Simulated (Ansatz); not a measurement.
# Lattice dynamics of MgI2 monolayer (1T), part 2 of 3

Wanted: phonon frequencies of MgI2 monolayer (1T) and what follows from them.

Ansatz 0.2.0; DFT PBE, scalar-relativistic, plane waves, PAW.

So far. Step 3 (Relaxing to small forces for the phonons): The largest force component left is 0.0040 meV/Å, within the tolerances set.

## (4) Modes at Γ

The zone centre comes first: it holds the modes that light can see, as far as symmetry allows. The response to a homogeneous field gives the Born charges and the dielectric tensor, and its change with displacement the Raman tensors.

Input file input.yaml:

```yaml
crystal:
  lattice:
    - [4.2062298052, 0.0, 0.0]
    - [-2.1031149026, 3.6427018655, 0.0]
    - [0.0, 0.0, 30.4]
  atoms:
    - { symbol: Mg, position: [0.0, 0.0, 0.3289473684] }
    - { symbol: I, position: [0.3333333333, 0.6666666667, 0.3839861449] }
    - { symbol: I, position: [0.6666666667, 0.3333333333, 0.2739085919] }
  periodic: [true, true, false]
kpoints:
  mp_grid: { grid: [6, 6, 1] }
hamiltonian:
  xc: pbe
scf:
  occupations: { method: fixed }
output:
  eigenvalues: true
phonons:
  method: dfpt
  dielectric: true
  raman: true
```

Started as:

```sh
> ansatz run input.yaml --threads 8 --pin off --max-ram 14336MiB --backend cpu --events-out ev --progress --plain --runs-dir out
```

Numbers of over 12 decimals in the logs are rounded to 6 here.

The log of the run:

```text
Warning: phonons.dielectric: true without phonons.rigid_motions: the static dielectric tensor ε⁰ will be withheld (ε∞, Z* and the rows of modes are given); for a crystal or a slab, whose only rigid motions are the translations, set phonons.rigid_motions: translations
Warning: crystal.symmetry: narrowed to the stabiliser of the run's FFT grids — unitary ops 12 → 6. A phonons.method: dfpt run fills in the rows of the dynamical matrix that it does not solve by its symmetry operations, which is exact only for operations that map its FFT grids onto themselves: filled in by any other, the frequencies could depend on the order in which like atoms are typed, or, by more than the grids' own error, on where the crystal sits among the grids' points. Excluded: 6 operations. The run can therefore solve more perturbations, solve them on more k-points, or both, and cost more. [rest of the remark cut]
[...]
Crystal: 3 atoms, lattice volume = 465.790 Å³
Basis set: ecut = 420 eV, 8975 PW (Γ), exchange–correlation on 60×60×432 points (8 copies of the dense FFT grid, shifted against one another)
Bands: 27, of which v1, the nominal top of the filled ones, is band 22 counted from 1 (21 counted from 0)
Symmetry: 12 space group operations
k-points: 13 of 36 (irreducible under 2 space group operations, time reversal used)
[...]
SCF iter   1: F=—  HF=-16952.817449 eV  |F-HF|=—  |Δ(HF+E_count)|=         —  Δρ=4.51e-4  dr2=2.11e-3  ethr=1.77e-3  ⟨swp⟩=9.3  Hψ=2002  notcnv=0  defer=38
[...]
SCF iter   8: F=-16952.814725 eV  HF=-16952.814725 eV  |F-HF|=2.73e-10  |Δ(HF+E_count)|=   6.69e-9  Δρ=4.57e-8  dr2=8.54e-12  ethr=1.00e-12  ⟨swp⟩=32.5  Hψ=3886  notcnv=0
SCF 1 converged in 8 iterations: F = -16952.814725 eV  dr2 = 8.54e-12
[...]
DFPT response loops at Γ: preconditioner auto → none (the input reference at scf.mixing.eps_inf says where Resta's filter doesn't serve); β = 0.50; Broyden in place of MSR1
── the response to a field inside a basis, on 14×14×2 k-points: an SCF that follows is theirs, and a resumed run solves both again ──
Bands: 23, of which v1, the nominal top of the filled ones, is band 22 counted from 1 (21 counted from 0)
k-points: 105 of 392 (irreducible under 2 space group operations, time reversal used)
[...]
Eigensolver: Dense (105 Hₖ)
SCF iter   1: F=—  HF=-16952.808344 eV  |F-HF|=—  |Δ(HF+E_count)|=         —  Δρ=3.32e-5  dr2=2.20e-6  ethr=1.00e-1
[...]
SCF iter   6: F=-16952.808348 eV  HF=-16952.808348 eV  |F-HF|=3.64e-11  |Δ(HF+E_count)|=  6.08e-10  Δρ=3.75e-8  dr2=5.05e-12  ethr=1.00e-12
SCF 1 converged in 6 iterations: F = -16952.808348 eV  dr2 = 5.05e-12
[...]
SCF converged after 8 iterations
Free energy (F): -16952.814725 eV
[...]
Internal energy: -16952.814725 eV  (E = F + TS)
E sigma→0 (E₀):  -16952.814725 eV
Fermi energy:    -6.470262 eV
[...]
--- Band table (eV; the first three rows and the last of 13) ---
  k-point 0: bands = [... 18 lower, -6.7393, -6.7393, -6.4703, -6.4703, -2.4790, -1.5628 (-1.5628°), -0.3940 (-0.3995°), -0.3360, ... 1 higher]
  k-point 1: bands = [... 18 lower, -7.1919, -7.0172, -6.9115, -6.5429, -1.8466, -0.9817 (-0.9818°), -0.3127 (-0.3133°), -0.2865, ... 1 higher]
  k-point 2: bands = [... 18 lower, -7.8503, -7.4194, -6.9596, -6.7636, -2.3929, -0.9374, -0.3768 (-0.3768°), 0.5098, ... 1 higher]
  k-point 12: bands = [... 18 lower, -8.1770, -7.7645, -7.2573, -6.9491, -2.1773, -0.3381, 0.0323, 0.2673, ... 1 higher]
  ° read free of the cell's end (the report's vacuum.weakly_bound_levels)
--- Phonons (Γ-DFPT): 6 representative perturbations + reference, on 13 of 36 k-points (Σ response iterations 28) ---
  ASR residual: 7.316e-5 → 0.000e0 eV/Å²; symmetrization residual: 4.250e-5 eV/Å²
  The last average, over the group as it would stand without the narrowing to the FFT grids, took up to 3.459e-6 eV/Å² of the zone centre's force constants
  ASR residual per site (eV/Å²): 2.36e-5 6.95e-5 7.32e-5
  Γ frequencies (cm⁻¹): 0.00 0.00 0.00 58.57 58.57 100.76 160.73 160.73 277.58
  ε∞ (high-frequency dielectric tensor):
        1.761910     0.000000     0.000000
        0.000000     1.761910     0.000000
        0.000000     0.000000     1.170527
  α∞ (the layer's polarisability for a field applied outside it; Å, Gaussian; ε∞ is over the cell's 30.400 Å):
        1.843177     0.000000     0.000000
        0.000000     1.843177     0.000000
        0.000000     0.000000     0.412532
  ε⁰ (static dielectric tensor): not given — the deck does not say what the cell's rigid motions are, and on a molecule in a box or a wire the rigid rotations would enter the sum over the modes at Γ. For a crystal or a slab, whose only rigid motions are the translations, set phonons.rigid_motions: translations.
  Born effective charges Z* (e; rows j = field, columns β = displacement):
    site 0:
         2.52935   -0.00000   -0.00000
         0.00000    2.52935   -0.00000
         0.00000   -0.00000    0.41244
    site 1:
        -1.26468    0.00000    0.00000
         0.00000   -1.26468    0.00000
        -0.00000    0.00000   -0.20622
    site 2:
        -1.26468   -0.00000   -0.00000
        -0.00000   -1.26468    0.00000
        -0.00000    0.00000   -0.20622
  Z* charge neutrality: 1.151e-3 e pre-enforcement
  solved inside a basis spanned on kpoints, on 14×14×2 k-points: ε∞ is read to err by 3.7e-3, Z* by 1.8e-2 e (field_mesh: kpoints solves on kpoints); Z* is corrected for what the basis lacks
  Raman tensors (in the event stream and the table raman_tensors.tsv): an entry may err by 2.7e-2 Å², one of the second-order susceptibility by 8.3e-20 pm/V (basis, points and sum rule); their sum over the sites missed zero by 1.110e-16 Å² ahead of its enforcement
  optical modes at Γ without the LO–TO term, one row a degenerate level:
      ω (cm⁻¹)  modes    IR ((D/Å)²/amu)  static Raman (Å⁴/amu)  depolarisation
         58.57      2             0.0000                 0.1940           0.750
        100.76      1             0.0000                 8.6448           0.065
        160.73      2            13.3086                 0.0000               —
        277.58      1             0.1769                 0.0000               —
```

Run time: 7.4 min. Hardware: 8 threads of Intel Xeon 6975P-C (Granite Rapids), shared host; peak memory 3.7 GiB; 38 min of CPU time.

Numbers from this step:

- sum-rule residual before enforcement: 7.32e-5 eV/Å²
- miss of the charge sum rule: 0.001151 e
- estimated error of the dielectric tensor: 0.003651
- estimated error of the Born charges: 0.01832 e
- point group: -3m
- highest optical mode at the zone centre (no LO-TO term): 277.6 cm⁻¹
- lowest optical zone-centre mode: 58.57 cm⁻¹
- largest Born charge (third of the trace): 1.824 e

Without the LO-TO term. Patterns of degenerate modes are one choice out of their space. The modes at Γ (shares of kinetic energy by element, %):

```
mode  frequency (cm⁻¹)  symmetry  Mg %  I %
   1               0.0  acoustic     9   91
   2               0.0  acoustic     9   91
   3               0.0  acoustic     9   91
   4              58.6        Eg     0  100
   5              58.6        Eg     0  100
   6             100.8       A1g     0  100
   7             160.7        Eu    91    9
   8             160.7        Eu    91    9
   9             277.6       A2u    91    9
```

Displacements in mode 5 (58.6 cm⁻¹), the largest set to 1:
```
Mg1  0.00  0.00  0.00
I2   1.00 -0.09  0.00
I3  -1.00  0.09  0.00
```

Displacements in mode 9 (277.6 cm⁻¹), the largest set to 1:
```
Mg1  0.00  0.00  1.00
I2   0.00  0.00 -0.10
I3   0.00  0.00 -0.10
```

High-frequency dielectric tensor, averaged over the cell of height 30.4 Å or as lengthened by the program, vacuum included. Tensor:

|  | x | y | z |
| --- | --- | --- | --- |
| x | 1.762 | 0 | 0 |
| y | 0 | 1.762 | 0 |
| z | 0 | 0 | 1.171 |

Born charge (rows field, columns displacement) (e), principal values of the symmetric part by kind of site:

```csv
atom,atoms with these values,low,middle,high,mean
Mg1,1,0.41,2.53,2.53,1.82
I2,2,-1.26,-1.26,-0.21,-0.91
```

In full for Mg1:

```
2.53 0.00 0.00
0.00 2.53 0.00
0.00 0.00 0.41
```

Transverse modes. Lines of the infrared spectrum (strongest = 100):

```
position (cm⁻¹)  label  relative intensity
             59     Eg                 0.0
            101    A1g                 0.0
            161     Eu                 100
            278    A2u                 1.3
```

Activity x (w_L - w)^4 (n + 1)/w, 532 nm, 300 K. Raman lines, with heights relative to the strongest:

| position (cm⁻¹) | label | relative intensity |
| --- | --- | --- |
| 59 | Eg | 6.1 |
| 101 | A1g | 100 |
| 161 | Eu | 0.0 |
| 278 | A2u | 0.0 |

Before it was imposed, the acoustic sum rule was missed by 7.3e-5 eV/Å² and the charge sum rule by 0.0012 e. Small misses are needed for a sound result but don't prove that mesh and cutoff are converged. The lowest optical mode is real, 58.6 cm⁻¹.

## (5) Response at finite wavevector

Stability and thermal properties need the whole zone. Linear response on a 3×3×1 q mesh gives force constants as far as a supercell of that size would, and the tensors from the zone-centre run are typed in so that the long-range dipole term is interpolated apart.

input.yaml, the sections that differ from step 4:

```yaml
phonons:
  method: dfpt
  qmesh: [3, 3, 1]
  temperatures: { t_max: 1000, t_step: 50 }
  qpath:
    path:
      - [0.0, 0.0, 0.0]
      - [0.5, 0.0, 0.0]
      - [0.33333333, 0.33333333, 0.0]
      - [0.0, 0.0, 0.0]
    npoints: 10
  isolated: true
  non_analytic_term:
    high_frequency_dielectric_tensor: [[1.7619, 0.0, 0.0], [0.0, 1.7619, 0.0], [0.0, 0.0, 1.1705]]
    born_effective_charges:
      - { species: Mg, tensor: [[2.5294, 0.0, 0.0], [0.0, 2.5294, 0.0], [0.0, 0.0, 0.4124]] }
      - { species: I, tensor: [[-1.2647, 0.0, 0.0], [0.0, -1.2647, 0.0], [0.0, 0.0, -0.2062]] }
      - { species: I, tensor: [[-1.2647, 0.0, 0.0], [0.0, -1.2647, 0.0], [0.0, 0.0, -0.2062]] }
    source: "zone-centre run at this cell"
# crystal, kpoints, hamiltonian, scf, output: as in step 4
```

The log of the run:

```text
Warning: phonons: the dynamical matrix that this run interpolates holds no multipole term above the dipole-dipole one, and a site of this crystal is no centre of inversion, so its interpolated transverse optical and acoustic branches and sound speeds can stay off near Gamma, and the density of states and the thermodynamics with them. What a run solves at a wave vector of phonons.qpoints, Gamma apart, where the deck admits one, is free of this, and under fd what a larger phonons.supercell samples
[...]
Crystal: 3 atoms, lattice volume = 465.790 Å³
Basis set: ecut = 420 eV, 8975 PW (Γ), exchange–correlation on 60×60×432 points (8 copies of the dense FFT grid, shifted against one another)
Bands: 27, of which v1, the nominal top of the filled ones, is band 22 counted from 1 (21 counted from 0)
Symmetry: 12 space group operations
k-points: 7 of 36 (irreducible under 6 space group operations, time reversal used)
[...]
SCF iter   1: F=—  HF=-16952.817958 eV  |F-HF|=—  |Δ(HF+E_count)|=         —  Δρ=4.53e-4  dr2=2.12e-3  ethr=1.77e-3  ⟨swp⟩=9.0  Hψ=1018  notcnv=0  defer=20
[...]
SCF iter   8: F=-16952.814725 eV  HF=-16952.814725 eV  |F-HF|=4.15e-10  |Δ(HF+E_count)|=   6.41e-9  Δρ=3.97e-8  dr2=6.15e-12  ethr=1.00e-12  ⟨swp⟩=29.9  Hψ=2099  notcnv=0
SCF 1 converged in 8 iterations: F = -16952.814725 eV  dr2 = 6.15e-12
[...]
NSCF: frozen V_eff on 7 k-points
[...]
DFPT response loops at q = (0, 0, 0) (fractional): preconditioner auto → none (the input reference at scf.mixing.eps_inf says where Resta's filter doesn't serve); β = 0.50; Broyden in place of MSR1
[...]
SCF converged after 8 iterations
Free energy (F): -16952.814725 eV
[...]
Internal energy: -16952.814725 eV  (E = F + TS)
E sigma→0 (E₀):  -16952.814725 eV
Fermi energy:    -6.470259 eV
[...]
--- Band table (eV; the first three rows and the last of 7) ---
  k-point 0: bands = [... 18 lower, -6.7393, -6.7393, -6.4703, -6.4703, -2.4790, -1.5628 (-1.5628°), -0.3940 (-0.3995°), -0.3359, ... 1 higher]
  k-point 1: bands = [... 18 lower, -7.1919, -7.0172, -6.9115, -6.5429, -1.8466, -0.9817 (-0.9818°), -0.3127 (-0.3133°), -0.2864, ... 1 higher]
  k-point 2: bands = [... 18 lower, -7.8503, -7.4194, -6.9596, -6.7636, -2.3929, -0.9374, -0.3768 (-0.3768°), 0.5098, ... 1 higher]
  k-point 6: bands = [... 18 lower, -8.7689, -8.2645, -7.1454, -7.1454, -2.0189, 0.0595, 0.0595, 1.4720, ... 1 higher]
  ° read free of the cell's end (the report's vacuum.weakly_bound_levels)
--- Phonons (Γ-DFPT): 6 representative perturbations + reference (Σ response iterations 24) ---
  ASR residual: 6.383e-5 → 0.000e0 eV/Å²; symmetrization residual: 1.868e-5 eV/Å²
[...]
ASR residual per site (eV/Å²): 2.75e-6 6.38e-5 6.34e-5
  Γ frequencies (cm⁻¹): 0.00 0.00 0.00 58.57 58.57 100.76 160.73 160.73 277.58
--- Phonons (arbitrary-q DFPT): 3 irreducible q on the 3×3×1 mesh ---
  q = [0.0000, 0.0000, 0.0000] (star 1, of the zone-centre solve; hermiticity 5.94e-6, symmetrization 2.74e-11, taken by the last average 2.66e-6): 0.00 0.00 0.00 58.57 58.57 100.76 160.73 160.73 277.58
  q = [0.0000, 0.3333, 0.0000] (star 6, 9 solved perturbations on 21 of 36 k-point pairs; hermiticity 1.24e-5, symmetrization 9.77e-10, taken by the last average 3.53e-6): 38.67 46.73 62.74 70.38 89.80 97.16 159.89 174.64 243.72
  q = [0.3333, 0.3333, 0.0000] (star 2, 6 solved perturbations in 93 linear systems a pass and spin channel, the states on 21 of 36 k-point pairs; hermiticity 3.34e-6, symmetrization 2.62e-7, taken by the last average 4.89e-6): 61.20 66.35 66.35 85.77 85.77 93.84 153.91 198.86 198.86
  sum rule: each row above includes the acoustic sum rule's correction from the zone centre's row sums; it moved no ω² by more than (0.37 cm⁻¹)²
  mesh force constants: q→R imaginary residual 1.27e-16; ASR residual 6.383e-5 → 0.000e0 eV/Å²; symmetrization residual 3.553e-15 eV/Å²
  interpolated dispersion: 31 rows × 9 modes
  density of states and harmonic sums: on the 18×18×1 q-mesh, interpolated from the force constants of a 3×3×1 supercell (with the dipole–dipole term of supplied tensors)
  largest difference from the sums on the solved wave vectors: F 8.99e-2 eV, S 1.13e-4 and C_V 2.31e-5 eV/K
  zero-point energy: 0.060831 eV/cell   skipped modes (ω ≤ 0): 6, of them read as no rigid motion or as one in doubt: 3 (5.556e-2 modes/cell left out, lowest -6.33 cm⁻¹)   left out of the sums: 7.20e-3 of the cell's modes: C_V's classical limit lies that fraction below 3 k_B per atom; for a crystal, a wire or a layer, F and S can be off by more, and a phonons.interpolated_qmesh denser along its periods is the remedy for the sampling
```

Wall time 58 s (8 threads); peak memory 1.9 GiB; 6.4 min of CPU time.

This step gave:

```
sum-rule residual before enforcement                    : 6.38e-5 eV/Å²
lowest frequency on the path                            : -6.096 cm⁻¹
highest frequency on the path or at a solved wavevector : 277.6 cm⁻¹
lowest mode on the q mesh (acoustic modes at Γ apart)   : 38.67 cm⁻¹
```

Frequencies (cm⁻¹) solved at each irreducible wavevector; negative means imaginary. Frequencies by wavevector, by row:

```
q in reciprocal lattice units  star  mode 1  mode 2  mode 3  mode 4  mode 5  mode 6  mode 7  mode 8  mode 9
                        0 0 0     1       0       0       0    58.6    58.6   100.8   160.7   160.7   277.6
                   0 0.3333 0     6    38.7    46.7    62.7    70.4    89.8    97.2   159.9   174.6   243.7
              0.3333 0.3333 0     2    61.2    66.3    66.3    85.8    85.8    93.8   153.9   198.9   198.9
```

(Continued in part 3 of 3.)

[Logs are printed without paths, hosts, clocks, repeated set-up lines and the standing remarks that a program may print on its own settings, such as how far it seeks lower states.]

[Hosts, paths, dates, database ids (printed as entryN), source tags and the programs' standing remarks are cut or masked in the printed files.]
